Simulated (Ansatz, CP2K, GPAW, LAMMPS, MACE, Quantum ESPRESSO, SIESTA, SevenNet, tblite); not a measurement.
## Finding the fault: GPAW, ionic liquid Pyr13+ Cl- at 400 K (112 atoms)

Program: GPAW 26.7.0, a calculation on a cell of 32 C, 4 N, 72 H and 4 Cl, 9.49 Å³ an atom.

run.py reads:

```python
import numpy as np
from ase.io import read
from gpaw import GPAW, FermiDirac

atoms = read("structure.xyz")
atoms.calc = GPAW(
    mode="lcao",
    basis="dzp",
    h=0.18,
    xc="PBE",
    kpts={"size": (1, 1, 1), "gamma": True},
    occupations=FermiDirac(0.05),
    maxiter=6,
    symmetry={"point_group": False},
    txt="gpaw.txt",
)
energy = atoms.get_potential_energy(force_consistent=True)
forces = atoms.get_forces()
print(f"energy {energy:.6f} eV")
print("forces (eV/A)")
for i, (a, f) in enumerate(zip(atoms, forces)):
    print(f"{i:4d} {a.symbol:2s} {f[0]:10.5f} {f[1]:10.5f} {f[2]:10.5f}")
print(f"Fermi level {atoms.calc.get_fermi_level():.4f} eV")
for k in range(len(atoms.calc.get_ibz_k_points())):
    for s in range(atoms.calc.get_number_of_spins()):
        e = atoms.calc.get_eigenvalues(kpt=k, spin=s)
        n = np.searchsorted(e, atoms.calc.get_fermi_level())
        print(f"k {k} spin {s} levels about the Fermi level:", np.round(e[max(n - 6, 0):n], 4).tolist(), "|", np.round(e[n:n + 6], 4).tolist())
```

structure.xyz reads:

```xyz
112
Lattice="10.20511 0.00000 0.00000 0.00000 10.20511 0.00000 0.00000 0.00000 10.20511" Properties=species:S:1:pos:R:3 pbc="T T T"
C 1.25778 5.87018 4.11439
C 0.19890 6.20961 3.09919
C 0.15012 7.72078 2.95346
N 9.26359 8.16184 2.05674
C 7.94907 7.95233 2.90305
C 9.41768 9.60740 1.80722
C 0.24370 9.69883 0.61965
C 0.10562 8.29441 10.17276
C 9.25583 7.58678 0.68854
H 1.23043 4.79610 4.17797
[... 98 atom lines left out ...]
Cl 4.09296 8.40472 2.15369
Cl 8.98029 7.91365 6.33992
Cl 8.61760 3.13532 1.82437
Cl 3.80998 3.19012 7.19215
```

Run with:

```console
$ OMP_NUM_THREADS=1 python run.py > output.txt
```

Log:

```text
gpaw.KohnShamConvergenceError
```

gpaw.txt:

```text
Input parameters:
  mode=LCAO(),
  basis={'default': 'dzp'},
  h=0.18,
  kpts=MonkhorstPack(size=(1, 1, 1), gamma=True),
  maxiter=6,
  occupations=Occupations(name='fermi-dirac', width=0.05, fixmagmom=False),
  symmetry=Symmetry(point_group=False),
  xc=XC(name='PBE')
Unit cell  # Å
| periodic |         x |         y |         z |   lengths |    angles |
|----------|-----------|-----------|-----------|-----------|-----------|
|      yes | 10.205110 |  0.000000 |  0.000000 | 10.205110 | 90.000000 |
|      yes |  0.000000 | 10.205110 |  0.000000 | 10.205110 | 90.000000 |
|      yes |  0.000000 |  0.000000 | 10.205110 | 10.205110 | 90.000000 |
Number of symmetries: 1
Symmetry operations  # r_c * U_cc + t_c -> r_c
|   | kind |            matrix            |
|---|------|------------------------------|
| 0 |  E   |  1, 0, 0,  0, 1, 0,  0, 0, 1 |
BZ-sampling:
  Number of BZ points: 1
  Number of IBZ points: 1
  Monkhorst-Pack size: [1, 1, 1]
  Monkhorst-Pack shift: [0, 0, 0]
K-points  # in reciprocal-cell coordinates
|   |                                coordinates |     weight |
|---|--------------------------------------------|------------|
| 0 | (  0.00000000,   0.00000000,   0.00000000) | 1.00000000 |
basis functions: 880
Spin-components: 1 (collinear spins)
Bands:           153
Projectors:      416
Spin-degeneracy: 2
Datatype:        <class 'float'>
Parallelization:
  kpt:    1
  domain: 1
  band:   1
Density:
  Valence electrons: 248.0
  Components: 1
  Grid points: [56 56 56]
  Charge: 0.0  # |e|
Potential:
  Grid points: [56 56 56]
species:
  C:
    name:    Carbon
    Z:       6.0
    valence: 4
    core:    2
    LCAO basis set for C:
      Name: dzp
      Number of radial functions: 5
      Number of spherical harmonics: 13
        l=0, rc=5.5469 Bohr: 2s-sz confined orbital
        l=1, rc=6.6719 Bohr: 2p-sz confined orbital
        l=0, rc=3.0312 Bohr: 2s-dz split-valence wave
        l=1, rc=3.7500 Bohr: 2p-dz split-valence wave
        l=2, rc=6.6719 Bohr: d-type Gaussian polarization
      Number of RI-basis functions 0
  N:
    name:    Nitrogen
    Z:       7.0
    valence: 5
    core:    2
    LCAO basis set for N:
      Name: dzp
      Number of radial functions: 5
      Number of spherical harmonics: 13
        l=0, rc=4.8594 Bohr: 2s-sz confined orbital
        l=1, rc=6.0625 Bohr: 2p-sz confined orbital
        l=0, rc=2.6094 Bohr: 2s-dz split-valence wave
        l=1, rc=3.2656 Bohr: 2p-dz split-valence wave
        l=2, rc=6.0625 Bohr: d-type Gaussian polarization
      Number of RI-basis functions 0
  H:
    name:    Hydrogen
    Z:       1.0
    valence: 1
    core:    0
    LCAO basis set for H:
      Name: dzp
      Number of radial functions: 3
      Number of spherical harmonics: 5
        l=0, rc=6.4219 Bohr: 1s-sz confined orbital
        l=0, rc=3.6094 Bohr: 1s-dz split-valence wave
        l=1, rc=6.4219 Bohr: p-type Gaussian polarization
      Number of RI-basis functions 0
  Cl:
    name:    Chlorine
    Z:       17.0
    valence: 7
    core:    10
    LCAO basis set for Cl:
      Name: dzp
      Number of radial functions: 5
      Number of spherical harmonics: 13
        l=0, rc=5.1719 Bohr: 3s-sz confined orbital
        l=1, rc=6.2656 Bohr: 3p-sz confined orbital
        l=0, rc=2.8281 Bohr: 3s-dz split-valence wave
        l=1, rc=3.5156 Bohr: 3p-dz split-valence wave
        l=2, rc=6.2656 Bohr: d-type Gaussian polarization
      Number of RI-basis functions 0
Reference energy: -89930.074976  # eV
eigensolver:
density mixing:
  MSR1-Mixer
occupation numbers:
  Fermi-Dirac:
    width: 0.0500  # eV
FastPoissonSolver using
    Stencil: 6*3+1=19 point O(h^6) finite-difference Laplacian
xc functional:
  name: PBE with 2 nearest neighbor stencil
interpolation: tri-quintic # 5. degree polynomial
Initialization done in: 6.396 s
convergence criteria:
- Maximum [total energy] change in last 3 cyles: 0.0005 eV / valence electron
- Maximum integral of absolute [dens]ity change: 0.0001 electrons / valence electron
- Maximum integral of absolute [eigenst]ate change: 4e-08 eV^2 / valence electron
maximum number of iterations: 6
SCF iterations
|iter     |      energy | eigst |  dens |
|---------|-------------|-------|-------|
|iter:   1| -599.435266 |      c|       |
|iter:   2| -595.630481 |      c| -0.73 |
|iter:   3| -578.843333 |      c| -0.76 |
|iter:   4| -578.549225 |      c| -1.42 |
|iter:   5| -578.502054 |      c| -2.05 |
|iter:   6| -578.498112c|      c| -2.48 |
timing:  # [seconds]
  Total: 34.391  # ━━━━━━━━━━━━━━━━━━━━━━━━━━━━━━━━━━━━━━━━━━━━━━━━━━━━━━━━━━
  Init:   6.395  # ━━━━━━━━━━━
  SCF:   27.942  # ━━━━━━━━━━━━━━━━━━━━━━━━━━━━━━━━━━━━━━━━━━━━━━━
```

Run time: 36 s. Hardware: 1 thread of Arm Neoverse V2, shared host; peak memory 0.98 GiB.

Banners, paths, timers and routine set-up lines are dropped from the logs unmarked, and long logs keep their key lines alone; longer cuts are marked.

Why should this run not be trusted?

Too few SCF iterations: iteration limit 6.

The run ended unconverged.

[Also dropped from logs without a mark: logging warnings of Python, and SIESTA's first energy breakdown and zero terms.]

[Logs are printed without paths, hosts, clocks, repeated set-up lines and the standing remarks that a program may print on its own settings, such as how far it seeks lower states.]

[Hosts, paths, dates, database ids (printed as entryN), source tags and the programs' standing remarks are cut or masked in the printed files.]
